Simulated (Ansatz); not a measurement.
# (ZnO)3(MgO)1 [0001] superlattice, started as wurtzite: phonons and vibrational spectra, part 3 of 3

Wanted: phonon frequencies of (ZnO)3(MgO)1 [0001] superlattice, started as wurtzite and what follows from them.

Ansatz 0.2.0; DFT PBEsol, scalar-relativistic, plane waves, PAW.

So far. Step 4 (Tight relaxation): The largest force component left is 0.44 meV/Å and the pressure is 0.000 GPa, within the tolerances set. The cell now holds 11.81 Å³/atom. The relaxed cell has a = 3.246, c = 10.348 Å (conventional setting).

The structure was built from a prototype and need not be the compound's stable phase.

## Step 5: Modes at Γ (continued)

Transverse modes. Infrared lines, with heights relative to the strongest:

| position (cm⁻¹) | label | relative intensity |
| --- | --- | --- |
| 71 | E | 0.0 |
| 78 | E | 0.0 |
| 118 | E | 0.1 |
| 177 | A1 | 0.1 |
| 204 | A1 | 0.1 |
| 304 | A1 | 4.9 |
| 386 | E | 100 |
| 395 | A1 | 69 |
| 398 | E | 18 |
| 413 | E | 1.1 |
| 526 | A1 | 0.0 |
| 534 | E | 32 |
| 537 | A1 | 0.0 |
| 583 | A1 | 6.3 |

Activity x (w_L - w)^4 (n + 1)/w, 532 nm, 300 K; the tensors are static ones, while 532 nm light lies above the computed direct gap, where resonance would change the heights; modes without the macroscopic field alone. Raman lines, with heights relative to the strongest:

| position (cm⁻¹) | label | relative intensity |
| --- | --- | --- |
| 71 | E | 17 |
| 78 | E | 34 |
| 118 | E | 31 |
| 177 | A1 | 9.4 |
| 204 | A1 | 1.4 |
| 304 | A1 | 13 |
| 386 | E | 7.2 |
| 395 | A1 | 3.4 |
| 398 | E | 13 |
| 413 | E | 29 |
| 526 | A1 | 0.1 |
| 534 | E | 25 |
| 537 | A1 | 100 |
| 583 | A1 | 5.1 |

Static second-order susceptibility (pm/V), twice the coefficient d of second-harmonic generation. Second order susceptibility, by row:

| field along | xx | yy | zz | yz | xz | xy |
| --- | --- | --- | --- | --- | --- | --- |
| x | 0 | 0 | 0 | 0 | 20.29 | 4.83 |
| y | 4.83 | -4.83 | 0 | 20.29 | 0 | 0 |
| z | 20.29 | 20.29 | -45.96 | 0 | 0 | 0 |

Before it was imposed, the acoustic sum rule was missed by 9.7e-5 eV/Å² and the charge sum rule by 0.019 e. Small misses are needed for a sound result but don't prove that mesh and cutoff are converged. The lowest optical mode is real, 70.8 cm⁻¹.

The log warns of the k mesh: “the force constants stand on the 9×9×4 k-mesh, whose period is 12.00 times the interband length at k = (0.0000, 0.0000, 0.0000), direct gap 1.124 eV, under 14: take them and everything formed from them as unconverged”.

## Step 6: Isotope substitution, element Mg, natural mass 24.305 amu

An isotope changes the mass and not the force constants, so no new electronic calculation is needed; the shifts show which modes move this element.

The same force constants with the mass of Mg changed from 24.305 to 25.983 u (phonopy, no LO-TO term). Both lists are sorted by frequency; levels can cross, so a row need not hold one and the same mode. Modes under 3 cm⁻¹ are left out. Isotope shifts, by row:

| q | rank | natural mass (cm⁻¹) | changed mass (cm⁻¹) |
| --- | --- | --- | --- |
| 0 0 0 | 4 | 70.81 | 70.8 |
| 0 0 0 | 5 | 70.81 | 70.8 |
| 0 0 0 | 6 | 77.73 | 77.53 |
| 0 0 0 | 7 | 77.73 | 77.53 |
| 0 0 0 | 8 | 118 | 116.3 |
| 0 0 0 | 9 | 118 | 116.3 |
| 0 0 0 | 10 | 177.1 | 177.1 |
| 0 0 0 | 11 | 203.5 | 202.7 |
| 0 0 0 | 12 | 303.9 | 300.2 |
| 0 0 0 | 13 | 386.4 | 386.4 |
| 0 0 0 | 14 | 386.4 | 386.4 |
| 0 0 0 | 15 | 395 | 392.7 |
| 0 0 0 | 16 | 398.1 | 398.1 |
| 0 0 0 | 17 | 398.1 | 398.1 |
| 0 0 0 | 18 | 412.6 | 412.6 |
| 0 0 0 | 19 | 412.6 | 412.6 |
| 0 0 0 | 20 | 525.6 | 525.5 |
| 0 0 0 | 21 | 533.8 | 527.1 |
| 0 0 0 | 22 | 533.8 | 527.1 |
| 0 0 0 | 23 | 536.8 | 536.5 |
| 0 0 0 | 24 | 582.7 | 578.1 |

A mode of this element alone would shift by -3.28 %. The highest zone-centre frequency without the field goes from 582.7 to 578.1 cm⁻¹ (-0.8 %). The product of the frequency ratios over all optical modes at Γ is 0.913; the product rule, (m/m′)^(3k/2) (M′/M)^(3/2) with k = 1 such atoms and M the mass of the cell, gives 0.913.

## Step 7: Isotope substitution, element O, natural mass 15.999 amu

The same for O, from 16.00 to 18.00 u.

The same force constants with the mass of O changed from 15.999 to 17.999 u (phonopy, no LO-TO term). Both lists are sorted by frequency; levels can cross, so a row need not hold one and the same mode. Modes under 3 cm⁻¹ are left out. Isotope shifts, by row:

| q | rank | natural mass (cm⁻¹) | changed mass (cm⁻¹) |
| --- | --- | --- | --- |
| 0 0 0 | 4 | 70.81 | 70.09 |
| 0 0 0 | 5 | 70.81 | 70.09 |
| 0 0 0 | 6 | 77.73 | 76.84 |
| 0 0 0 | 7 | 77.73 | 76.84 |
| 0 0 0 | 8 | 118 | 115.8 |
| 0 0 0 | 9 | 118 | 115.8 |
| 0 0 0 | 10 | 177.1 | 175.7 |
| 0 0 0 | 11 | 203.5 | 201.7 |
| 0 0 0 | 12 | 303.9 | 299.4 |
| 0 0 0 | 13 | 386.4 | 368.4 |
| 0 0 0 | 14 | 386.4 | 368.4 |
| 0 0 0 | 15 | 395 | 379.1 |
| 0 0 0 | 16 | 398.1 | 379.2 |
| 0 0 0 | 17 | 398.1 | 379.2 |
| 0 0 0 | 18 | 412.6 | 392.6 |
| 0 0 0 | 19 | 412.6 | 392.6 |
| 0 0 0 | 20 | 525.6 | 496.5 |
| 0 0 0 | 21 | 533.8 | 510.1 |
| 0 0 0 | 22 | 533.8 | 515.2 |
| 0 0 0 | 23 | 536.8 | 515.2 |
| 0 0 0 | 24 | 582.7 | 559.4 |

A mode of this element alone would shift by -5.72 %. The highest zone-centre frequency without the field goes from 582.7 to 559.4 cm⁻¹ (-4.0 %). The product of the frequency ratios over all optical modes at Γ is 0.514; the product rule, (m/m′)^(3k/2) (M′/M)^(3/2) with k = 4 such atoms and M the mass of the cell, gives 0.514.

## Step 8: Another isotope, element Zn, natural mass 65.38 amu

The same for Zn, from 65.38 to 67.92 u.

A mode of this element alone would shift by -1.89 %. The highest zone-centre frequency without the field goes from 582.7 to 582.2 cm⁻¹ (-0.1 %). The product of the frequency ratios over all optical modes at Γ is 0.876; the product rule, (m/m′)^(3k/2) (M′/M)^(3/2) with k = 3 such atoms and M the mass of the cell, gives 0.876.

## Step 9: Results

```
space group after relaxation (within 0.01 Å)            : P3m1
volume per atom                                         : 11.8 Å³
gap on the k-mesh                                       : 1.12 eV
highest optical mode at the zone centre (no LO-TO term) : 583 cm⁻¹
top of the zone-centre spectrum with the field          : 619 cm⁻¹
lowest optical zone-centre mode                         : 70.8 cm⁻¹
mean high-frequency dielectric constant                 : 4.42
mean static dielectric constant                         : 8.90
largest Born charge (third of the trace)                : -2.12 e
imaginary modes at Γ (the only wavevector solved)       : none
```

What this shows: The structure is stable against zone-centre distortions, since no mode there is imaginary; runs at other wavevectors are not part of this account. Without the field, the optical modes at Γ span 71 to 583 cm⁻¹. The dispersion is not part of this account. The highest mode in this list at Γ, 582.7 cm⁻¹, is mostly motion of O (71 % of the kinetic energy). With the macroscopic field of the longitudinal modes the top of the zone-centre spectrum lies at 619 cm⁻¹, against 583 cm⁻¹ without it. Lattice motion raises the mean dielectric constant from 4.425 to 8.903. The strongest infrared line is at 386 cm⁻¹. Averaged over orientations, the strongest Raman line at 532 nm and 300 K is at 537 cm⁻¹, among the modes without the field; their longitudinal partners can be Raman active too. The tensors are the static, non-resonant ones, while 532 nm light (2.33 eV) lies above the computed gap. With the field response the log warns that the k mesh is coarse for the force constants too, so the frequencies may not be converged. The starting cell was built on a prototype and not taken from a measurement, so the phase need not exist. These are harmonic frequencies at zero temperature: anharmonic shifts, linewidths and thermal expansion are left out.

[Logs are printed without paths, hosts, clocks, repeated set-up lines and the standing remarks that a program may print on its own settings, such as how far it seeks lower states.]

[Hosts, paths, dates, database ids (printed as entryN), source tags and the programs' standing remarks are cut or masked in the printed files.]
